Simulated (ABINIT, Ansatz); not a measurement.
Computed results, one entry a study.

## Quasiparticle gap of K2TaNbO6 (P4/mmm) in ABINIT

It takes space group P4/mmm (No. 123, tetragonal). The conventional cell has a = 4.052 Å, b = 4.052 Å, c = 8.100 Å, α = 90.00°, β = 90.00°, γ = 90.00°. Nearest to K lie 12 O at 2.86 to 2.87 Å. Ta has 6 O at 2.01 to 2.03 Å nearest. Nearest to Nb lie 6 O at 2.03 to 2.04 Å. O has 1 Ta at 2.01 Å and 1 Nb at 2.04 Å and 4 K at 2.86 Å nearest. Nearest to O lie 2 Ta at 2.03 Å and 4 K at 2.87 Å. Nearest to O lie 2 Nb at 2.03 Å and 4 K at 2.86 Å. Farther neighbours, and contacts between anions beyond the nearest, are not listed.

```
method               : RPA screening on LDA, plane waves, norm-conserving pseudopotentials (and 2 further levels or steps)
program              : ABINIT 10.8.3
settings             : cutoff 37 Ha, PseudoDojo scalar-relativistic 0.4.1 standard, norm-conserving, ngkpt (2, 2, 1), nband 256, ecuteps 6.5 Ha, inclvkb 2, shiftk (0, 0, 0), symchi 1, awtr 1, frequency ppm, 2×2×1 k-mesh
cost                 : 5 runs, 24 min in all on 4 MPI ranks of Arm Neoverse N1, shared host
notes                : The program’s warnings: nproc spkpt=  >= nkpt= * nsppol=. The cell and positions are those that the Materials Project relaxed with its own functionals (PBE, PBE+U or r2SCAN), kept fixed. Limits: no spin-orbit coupling. The 2×2×1 mesh is coarse for this cell, which bears on the long-range parts of exchange and screening.
LDA gap              : 1.32 eV, indirect
G0W0 gap on the mesh : 2.43 eV
GW settings          : 2×2×1 mesh, 256 bands, screening to 176.9 eV, Godby-Needs plasmon pole
known limits         : short of the basis limit; no spin-orbit coupling; coarse k mesh
```

G0W0 moves the gap on the mesh from 1.32 eV to 2.43 eV (+1.12 eV), with Z of 0.76 and 0.80 at the edges. Local fields lower the RPA ε∞ on this mesh from 13.06 to 12.17; a Γ-centred mesh this coarse tends to raise both, most where the direct gap is narrow, while a short band sum lowers them.

[Long decimals in the printed logs are rounded to 6 places.]

[Logs are printed without paths, hosts, clocks, repeated set-up lines and the standing remarks that a program may print on its own settings, such as how far it seeks lower states.]

[Paths, hosts, dates, memory and timing lines, banners, echoed tables and standing remarks are left out of the program output; an Ansatz launch command may be rebuilt from the run's recorded settings. Measured values are a selection of at most five: reports struck by readers or far from the other reports are left out. None is set beside runs whose start may be inverted or whose files or cutoffs have a known fault.]

[Runs of the session that timed out or met a known fault of the program may be left out.]

[Hosts, paths, dates, database ids (printed as entryN), source tags and the programs' standing remarks are cut or masked in the printed files.]

[G0W0 gaps are taken among the corrected bands and points alone; a level outside them can change the order at an edge.]

[Where Ansatz stands beside ABINIT at settings called matched, ABINIT's density can come from a denser mesh and the files from another edition; pairs whose starting gaps differed by over 0.03 eV were left out, so agreement reads better than it is.]
